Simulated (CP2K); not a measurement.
Consider cyanamide at its PBE geometry (Å).

```xyz
5

N    -0.5839    0.0175    0.1875
C     0.7572   -0.0334    0.0553
N     1.9263   -0.0732    0.0055
H    -1.0150    0.8924   -0.1021
H    -1.0846   -0.8034   -0.1460
```

Method: CP2K XAS_TDP, all-electron GAPW, PBEh(45%), aug-cc-pVTZ, TDA, GW2X-corrected core level, no relativity.

**Question.** Where do the N K-edge lines lie, and how strong are they?

Leading lines: N1 403.43 eV and N3 398.63 eV. The leading line of an atom is its first one with 35 % of the strongest within 2.5 eV of its lowest line over the strength cut. Core ionisation energies at this level: N1 406.36 and N3 403.81 eV.

The first six lines of each atom with a strength over 0.0015:

```csv
atom,energy (eV),states,"strength, one atom",above the computed threshold
N1 (bonded to C and 2 H),402.71,1,0.0047,
,403.43,1,0.0194,
,404.61,1,0.0244,
,404.76,1,0.0101,
,405.29,1,0.0192,
,405.49,1,0.0017,
N3 (bonded to C),398.63,1,0.0588,
,400.09,1,0.0517,
,401.42,1,0.0025,
,403.86,1,0.0059,yes
,405.48,1,0.0040,yes
,405.84,1,0.0047,yes
```

Lines are vertical, at one geometry, with no vibrational structure. GW2X ionisation energies and lines can be off by 1 to 2 eV either way, and a good line position may hide errors that cancel. These values hold no scalar relativity, about 0.2 eV for N 1s. Rydberg lines, and the discretised continuum above threshold, depend on the basis and the box.

[Banner, clock and machine lines of the logs are left out without a mark of their own.]

[Logs are printed without paths, hosts, clocks, repeated set-up lines and the standing remarks that a program may print on its own settings, such as how far it seeks lower states.]

[Hosts, paths, dates, database ids (printed as entryN), source tags and the programs' standing remarks are cut or masked in the printed files.]
